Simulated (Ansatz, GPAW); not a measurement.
# A 11-layer slab of Sr(110): work function by functional and basis, part 2 of 2

How far do functional and basis move the work function of a 11-layer slab of Sr(110)?

GPAW 26.7.0 and Ansatz 0.2.0; Ansatz plane waves; slab in vacuum with a dipole correction, relaxation (the session's first sound run).

So far, upper work function (eV): step 2 (relaxation, PBE) 2.59; step 5 (self-consistent run: xc = "RPBE") 2.52; step 6 (self-consistent run: xc = "revPBE") 2.52; step 7 (self-consistent run: xc = "vdW-DF2", GPAW, PAW setups, GPAW) 2.86; step 8 (self-consistent run: xc = "LDA") 2.72.

**9. Real-space grid: mode = "fd"**

A real-space grid is a second complete basis, so it checks the plane-wave result.

run.py

```python
import json
import numpy as np
from ase import Atoms
from gpaw import GPAW

slab = Atoms(
    ['Sr', 'Sr', 'Sr', 'Sr', 'Sr', 'Sr', 'Sr', 'Sr', 'Sr', 'Sr', 'Sr'],
    positions=[
        [0.00000, 0.00000, 8.00000],
        [3.04000, 2.14960, 10.14960],
        [0.00000, 0.00000, 12.29921],
        [3.04000, 2.14960, 14.44881],
        [0.00000, 0.00000, 16.59842],
        [3.04000, 2.14960, 18.72044],
        [0.00000, 0.00000, 20.85034],
        [3.04000, 2.14960, 22.97439],
        [0.00000, 0.00000, 25.12953],
        [3.04000, 2.14960, 27.21470],
        [0.00000, 0.00000, 29.30367]],
    cell=[[6.08, 0.0, 0.0], [0.0, 4.29921, 0.0], [0.0, 0.0, 37.49605]],
    pbc=[True, True, False])

slab.calc = GPAW(mode='fd', h=0.18, xc='PBE', kpts={'size': (5, 7, 1), 'gamma': True},
                 occupations={'name': 'fermi-dirac', 'width': 0.1}, nbands='160%',
                 convergence={'density': 1e-05}, maxiter=200,
                 poissonsolver={'dipolelayer': 'xy'},
                 symmetry={'tolerance': 1e-3}, txt='slab.txt')
result = {}
energy = slab.get_potential_energy()
fermi = slab.calc.get_fermi_level()
v = slab.calc.get_electrostatic_potential().mean((0, 1)) - fermi
n = slab.calc.get_pseudo_density().mean((0, 1))
L = slab.cell[2, 2]
z = np.arange(len(v)) * L / len(v)
low, high = slab.positions[:, 2].min(), slab.positions[:, 2].max()
below, above = np.interp([low - 5.8, high + 5.8], z, v)
slopes = [np.interp(x, z, np.gradient(v, z)) for x in (low - 5.8, high + 5.8)]
eps = np.array([[slab.calc.get_eigenvalues(k, s) for k in range(len(slab.calc.get_ibz_k_points()))]
                for s in range(slab.calc.get_number_of_spins())]) - fermi
top, bottom = eps[eps < 0].max(), eps[eps > 0].min()
dipole = slab.get_dipole_moment()[2]
print(f'energy {energy:.4f} eV, Fermi level {fermi:.4f} eV, dipole {dipole:.5f} e A')
print(f'potential 5.8 A off the faces, from the Fermi level: lower {below:.4f} eV, upper {above:.4f} eV')
print(f'slope of the potential there: lower {slopes[0]:.5f}, upper {slopes[1]:.5f} eV/A')
print(f'nearest levels on the mesh: {top:.4f} and {bottom:.4f} eV')
print('magnetic moment', round(slab.get_magnetic_moment(), 3))
result.update(energy=energy, fermi=fermi, dipole=dipole, below=below, above=above, slopes=slopes, edges=[top, bottom],
              z=z.tolist(), v=v.tolist(), n=n.tolist(), positions=slab.positions.tolist(),
              forces=slab.get_forces(apply_constraint=False).tolist(), moments=slab.get_magnetic_moments().tolist())
json.dump(result, open('result.json', 'w'))
```

The run is started by

```sh
> OMP_NUM_THREADS=1 OPENBLAS_NUM_THREADS=1 python run.py
```

Run time: 2.4 h. Hardware: 1 thread of Arm Neoverse N1, shared host; peak memory 4.1 GiB.

This step gave:

| Property | Result |
| --- | --- |
| dipole along the normal | -3.47e-4 e·Å |
| levels nearest the Fermi level on the mesh | -0.008107, 0.01013 eV from the Fermi level |
| upper work function | 2.596 eV |
| lower work function | 2.594 eV |

The electrostatic potential energy of an electron (without an applied field's), less the Fermi level, planar mean oscillates, so the rows of the table below give means over windows of 2.16 Å about each position, cut where the curve ends. Its maxima inside the range that stand out by 2 % of the span (Å: eV): 9.1: -0.954, 11.2: -0.829, 13.4: -0.861, 15.5: -0.839, 17.7: -0.930, 19.7: -0.908, 21.9: -0.931, 24.0: -0.842, 26.1: -1.04, 28.3: -1.19. Its minima: 8.0: -7.08, 10.1: -6.72, 12.3: -6.82, 14.4: -6.83, 16.7: -6.73, 18.7: -6.85, 20.9: -6.78, 23.0: -6.85, 25.1: -6.86, 27.1: -6.67, 29.3: -7.12.

Electrostatic potential energy of an electron (without an applied field's), less the Fermi level, planar mean against z; means over each step:

z (Å), electrostatic potential energy of an electron (without an applied field's), less the Fermi level, planar mean (eV) and a bar from the least value:
```
     1.08       2.59 ##############################
     3.24       2.59 ##############################
     5.40       2.30 #############################
     7.56      -2.86 ###
     9.72      -3.43 
    11.88      -3.42 #
    14.04      -3.42 #
    16.20      -3.42 #
    18.36      -3.46 
    20.52      -3.46 
    22.68      -3.44 
    24.84      -3.43 
    27.00      -3.48 
    29.16      -3.52 
    31.32       1.84 ##########################
    33.48       2.58 ##############################
    35.64       2.60 ##############################
```

The upper face's work function is 2.596 eV, against 2.597 eV in the first plane-wave PBE run at this geometry.

**10. The ladder**

Times are for 1 thread of Arm Neoverse N1, shared host. The series side by side:

```csv
no.,run,upper work function (eV),lower work function (eV),time,memory (GiB)
1,pw,2.597,2.595,50 min,0.72
2,optPBE vdW,2.749,2.746,40 min,1.2
3,RPBE,2.519,2.518,44 min,0.72
4,revPBE,2.522,2.520,41 min,0.72
5,vdW DF2,2.858,2.855,69 min,1.2
6,LDA,2.722,2.719,47 min,0.72
7,fd,2.596,2.594,2.4 h,4.1
```

**11. A second plane-wave code**

A second program with its own datasets checks the number independently.

This step: Ansatz plane waves; slab in vacuum with a dipole correction (Ansatz 0.2.0).

input.yaml

```yaml
crystal:
  lattice:
    - [6.08, 0.0, 0.0]
    - [0.0, 4.2992092296, 0.0]
    - [0.0, 0.0, 37.4960461481]
  atoms:
    - { symbol: Sr, position: [0.0, 0.0, 0.2133558287] }
    - { symbol: Sr, position: [0.5, 0.5, 0.270684663] }
    - { symbol: Sr, position: [0.0, 0.0, 0.3280134972] }
    - { symbol: Sr, position: [0.5, 0.5, 0.3853423315] }
    - { symbol: Sr, position: [0.0, 0.0, 0.4426711657] }
    - { symbol: Sr, position: [0.5, 0.5, 0.4992642634] }
    - { symbol: Sr, position: [0.0, 0.0, 0.5560677603] }
    - { symbol: Sr, position: [0.5, 0.5, 0.612715111] }
    - { symbol: Sr, position: [0.0, 0.0, 0.6701914953] }
    - { symbol: Sr, position: [0.5, 0.5, 0.7258018235] }
    - { symbol: Sr, position: [0.0, 0.0, 0.7815135407] }
kpoints:
  mp_grid: { grid: [5, 7, 1] }
hamiltonian:
  xc: pbe
scf:
  occupations: { method: fermi_dirac, width: 0.1 }
efield:
  axis: 3
  dipole_correction: true
  ramp_width: 0.05
output:
  forces: true
  write_potential: true
  write_density: true
  volumetric_format: npy
  elf: true
```

The run is started by

```sh
> ansatz run input.yaml --threads 4 --pin off --max-ram 8192MiB --backend cpu --events-out ev --progress --plain --runs-dir out
```

It took 84 s on 4 threads; peak memory 2 GiB; 5.4 min of CPU time.

This step gave:

```yaml
upper_work_function: 2.595 eV
lower_work_function: 2.592 eV
dipole_along_the_normal: -4.03e-4 e·Å
dipole_field: -7.44e-5 V/Å
vacuum_level_above: 4.792 eV
```

The electrostatic potential energy of an electron (with the applied field's), less the Fermi level, planar mean oscillates, so the rows of the table below give means over windows of 2.2 Å about each position, cut where the curve ends. Its maxima inside the range that stand out by 2 % of the span (Å: eV): 9.1: -0.964, 11.3: -0.842, 13.3: -0.861, 15.5: -0.845, 17.7: -0.96, 19.8: -0.902, 22.0: -0.957, 24.0: -0.818, 26.2: -1.04, 28.3: -1.17. Its minima: 8.1: -8.13, 10.1: -7.83, 12.3: -7.94, 14.5: -7.88, 16.6: -7.90, 18.7: -7.94, 20.8: -7.89, 23.0: -7.93, 25.2: -7.88, 27.2: -7.89, 29.3: -8.21.

The electrostatic potential energy of an electron (with the applied field's), less the Fermi level, planar mean by z; means over each step:

```csv
z (Å),"electrostatic potential energy of an electron (with the applied field's), less the Fermi level, planar mean (eV)"
1.10,2.59
3.30,2.58
5.50,2.24
7.70,-3.53
9.90,-3.87
12.10,-3.87
14.30,-3.87
16.50,-3.88
18.70,-3.90
20.90,-3.90
23.10,-3.87
25.30,-3.93
27.50,-4.00
29.70,-3.40
31.90,2.30
34.10,2.59
36.30,2.59
```

The valence density, planar mean oscillates, so the rows of the table below give means over windows of 2.12 Å about each position, cut where the curve ends. Its maxima inside the range that stand out by 2 % of the span (Å: e/Å³): 8.1: 0.259, 10.1: 0.267, 12.3: 0.265, 14.5: 0.265, 16.6: 0.265, 18.7: 0.266, 20.8: 0.266, 23.0: 0.266, 25.2: 0.265, 27.2: 0.268, 29.3: 0.259. Its minima: 9.1: 0.0760, 11.3: 0.0764, 13.3: 0.0763, 15.5: 0.0755, 17.7: 0.0802, 19.8: 0.0778, 22.0: 0.0796, 24.0: 0.0756, 26.2: 0.0835, 28.3: 0.0827.

The valence density, planar mean by z; means over each step:

```csv
z (Å),"valence density, planar mean (e/Å³)"
1.06,2.3e-6
3.18,1.1e-4
5.30,0.00350
7.42,0.142
9.54,0.178
11.66,0.177
13.78,0.177
15.90,0.177
18.02,0.180
20.14,0.179
22.26,0.180
24.38,0.177
26.50,0.185
28.62,0.181
30.74,0.0468
32.86,9.3e-4
34.98,2.3e-5
```

Force by atom:

```csv
atom,x (eV/Å),y (eV/Å),z (eV/Å),size
Sr1,0.0000,0.0000,0.0704,0.0704
Sr2,0.0000,0.0000,0.0203,0.0203
Sr3,0.0000,0.0000,-0.0620,0.0620
Sr4,0.0000,0.0000,-0.0044,0.0044
Sr5,0.0000,0.0000,-0.0262,0.0262
Sr6,0.0000,0.0000,-0.0012,0.0012
Sr7,0.0000,0.0000,0.0028,0.0028
Sr8,0.0000,0.0000,0.0011,0.0011
Sr9,0.0000,0.0000,-0.0050,0.0050
Sr10,0.0000,0.0000,-0.0013,0.0013
Sr11,0.0000,0.0000,0.0055,0.0055
```

Valence density in the ca plane at fractional y = 0.000, with atoms of Sr within 0.2 Å of it. It is the smooth field of the valence electrons, not physical close to the nuclei.

Ten steps, logarithmic in the rise over the least value, from '0' (0.0 e/Å³) to '9' (2.5 e/Å³), each cell a mean:
```
22224899996322225899985322247999974100000000
22223689974222224789874222235899853100000000
22222456643222222456542222223566531100000000
22222233322222222233322222222233211000000000
22222222222222222222222222222221110000000000
22222222222222222222222222222111110000000000
22222222222222222221222222222111100000000000
22222211122222222211122222221111100000000000
22222221122222222211122222222111100000000000
22222222222222222222222222222111100000000000
22222222222222222222222222222211110000000000
22222222222222222222222222222222111000000000
22222344432222222344432222222344321000000000
22223578764222223578753222224688642100000000
22224799985322225899985222236999963100000000
22225899996322235999996322247999974100000000
```
Columns run along c (16.0 Å, from fractional 0.49 to 0.91 of the cell), rows up along a (6.1 Å). Atoms in or near the plane, at fractional coordinates: Sr at (0.56, 0.00), Sr at (0.67, 0.00), Sr at (0.78, 0.00).

ELF in the ca plane at fractional y = 0.000, with atoms of Sr within 0.2 Å of it. It is the smooth field of the valence electrons, not physical close to the nuclei.

Ten even steps from '0' (0.00) to '9' (0.85), each cell a mean:
```
12203984697113105974795123118955993002321000
13311799983024202899982124215999961012221000
24420256631135410257520145411467520012211000
45542111111355531111111356531111101122210000
55554322234555554322234566665322122322100000
55556655566555556655566555667665443321100000
44456677766544456666666544567776543221000000
43346677766543456677766544456776543211000000
43346677766543456677766544467776543211000000
54456666666544456666666555567766544321000000
55555544445555555443445556666543333322100000
55543211112455543111113466653111111222110000
35531123310245421123211256521133210122210000
24311489962024311589851135312799841012221000
13212898995113204998994123117988982012321000
02214971497112116961596113128922894002321000
```
Columns run along c (16.0 Å, from fractional 0.49 to 0.91 of the cell), rows up along a (6.1 Å). Atoms in or near the plane, at fractional coordinates: Sr at (0.56, 0.00), Sr at (0.67, 0.00), Sr at (0.78, 0.00).

Electrostatic potential energy in the ca plane at fractional y = 0.000, with atoms of Sr within 0.2 Å of it. With pseudopotentials it is smooth inside the atoms' cores, unlike the true potential.

Ten even steps from '0' (-82 eV) to '9' (5 eV), each cell a mean:
```
99998600038999998500048999997200178999999999
99999853478999998743478999998633689999999999
99999988889999999888889999999888899999999999
99999999999999999999999999999999999999999999
99999999999999999999999999999999999999999999
99999999999999999999999999999999999999999999
99999999999999999999999999999999999999999999
99999999999999999999999999999999999999999999
99999999999999999999999999999999999999999999
99999999999999999999999999999999999999999999
99999999999999999999999999999999999999999999
99999999999999999999999999999999999999999999
99999998899999999988899999999988999999999999
99999876689999999876789999998766789999999999
99998720158999998610168999997400378999999999
99998500027999998400038999987100068999999999
```
Columns run along c (16.0 Å, from fractional 0.49 to 0.91 of the cell; values clipped at the 3rd and 97th percentile), rows up along a (6.1 Å). Atoms in or near the plane, at fractional coordinates: Sr at (0.56, 0.00), Sr at (0.67, 0.00), Sr at (0.78, 0.00).

The upper face's work function is 2.595 eV, against 2.597 eV in the first plane-wave PBE run at this geometry.

**12. Side by side**

Results and costs are gathered.

This step: comparison of work functions, dipole and cost (GPAW 26.7.0).

Ladder, by row:

```csv
step,code,"work function, upper (eV)","work function, lower (eV)",dipole (e Å),wall time (s),peak memory (GiB),threads
pw,GPAW,2.597,2.595,-2.62e-4,2980,0.72,1
optPBE-vdW,GPAW,2.749,2.746,-5.27e-4,2411,1.23,1
RPBE,GPAW,2.519,2.518,-2.55e-4,2656,0.72,1
revPBE,GPAW,2.522,2.52,-2.77e-4,2484,0.72,1
vdW-DF2,GPAW,2.858,2.855,-4.04e-4,4167,1.23,1
LDA,GPAW,2.722,2.719,-3.76e-4,2814,0.72,1
fd,GPAW,2.596,2.594,-3.47e-4,8685,4.1,1
ansatz,Ansatz,2.595,2.592,-4.03e-4,83.93,1.992,4
```

**13. A changed run**

One more run, with changed settings.

This step: GPAW, PAW setups; slab in vacuum (GPAW 26.7.0).

run.py: that of step 9 with these lines changed.

```diff
@@ -3,3 +3,4 @@
 from ase import Atoms
-from gpaw import GPAW
+from gpaw import GPAW, PW
+from gpaw.external import ConstantElectricField
 
@@ -22,6 +23,7 @@
 
-slab.calc = GPAW(mode='fd', h=0.18, xc='PBE', kpts={'size': (5, 7, 1), 'gamma': True},
+slab.calc = GPAW(mode=PW(400), xc='PBE', kpts={'size': (5, 7, 1), 'gamma': True},
                  occupations={'name': 'fermi-dirac', 'width': 0.1}, nbands='160%',
-                 convergence={'density': 1e-05}, maxiter=200,
+                 convergence={'density': 1e-05}, maxiter=75,
                  poissonsolver={'dipolelayer': 'xy'},
+                 external=ConstantElectricField(1.5, [0, 0, 1]),
                  symmetry={'tolerance': 1e-3}, txt='slab.txt')
```

The run is started by

```sh
> OMP_NUM_THREADS=1 OPENBLAS_NUM_THREADS=1 python run.py
```

It took 56 min on 1 thread; peak memory 0.96 GiB.

The run finished. A setting was moved off its sound value on purpose, so it serves as a test and not as the result.

The fault put into the input: a field far too strong (field = 1.5).

The two runs compared:

```csv
quantity,this run,sound run,difference
dipole along the normal (e·Å),6.2614,-2.621e-4,6.26
```

One result that differs is the dipole along the normal, 6.26 e·Å against -2.6e-4 e·Å.

**14. What came out**

- work function, both faces: 2.60 eV
- dipole along the normal: -2.6e-4 e Å, near the numerical noise

What this shows: With plane waves and PBE the work function is 2.60 eV on the upper face and 2.60 eV on the lower. The measured value for polycrystalline Sr, which weights the faces of low work function, is 2.59 eV (as compiled in "Anisotropic work function of elemental crystals", 2019, arxiv:1902.07811); the relaxed upper face lies 0.0071 eV over it with PBE, and PBE comes nearest (2.60 eV). Measured work functions scatter by a tenth of an eV or more between methods. Over the sound runs of the table the upper face's work function spans 2.519 (RPBE) to 2.858 eV (vdW-DF2). The two plane-wave codes differ by 0.0019 eV on the upper face. The small printed dipole stands for a step of 1.8 meV from the lower to the upper face, and the probes find 1.9 meV; values this small are near the numerical noise of both. The in-plane lattice was kept as typed, which isn't the functional's own and leaves some strain; spin-orbit coupling and temperature are left out.

[Logs are printed without paths, hosts, clocks, repeated set-up lines and the standing remarks that a program may print on its own settings, such as how far it seeks lower states.]

[Hosts, paths, dates, database ids (printed as entryN), source tags and the programs' standing remarks are cut or masked in the printed files.]
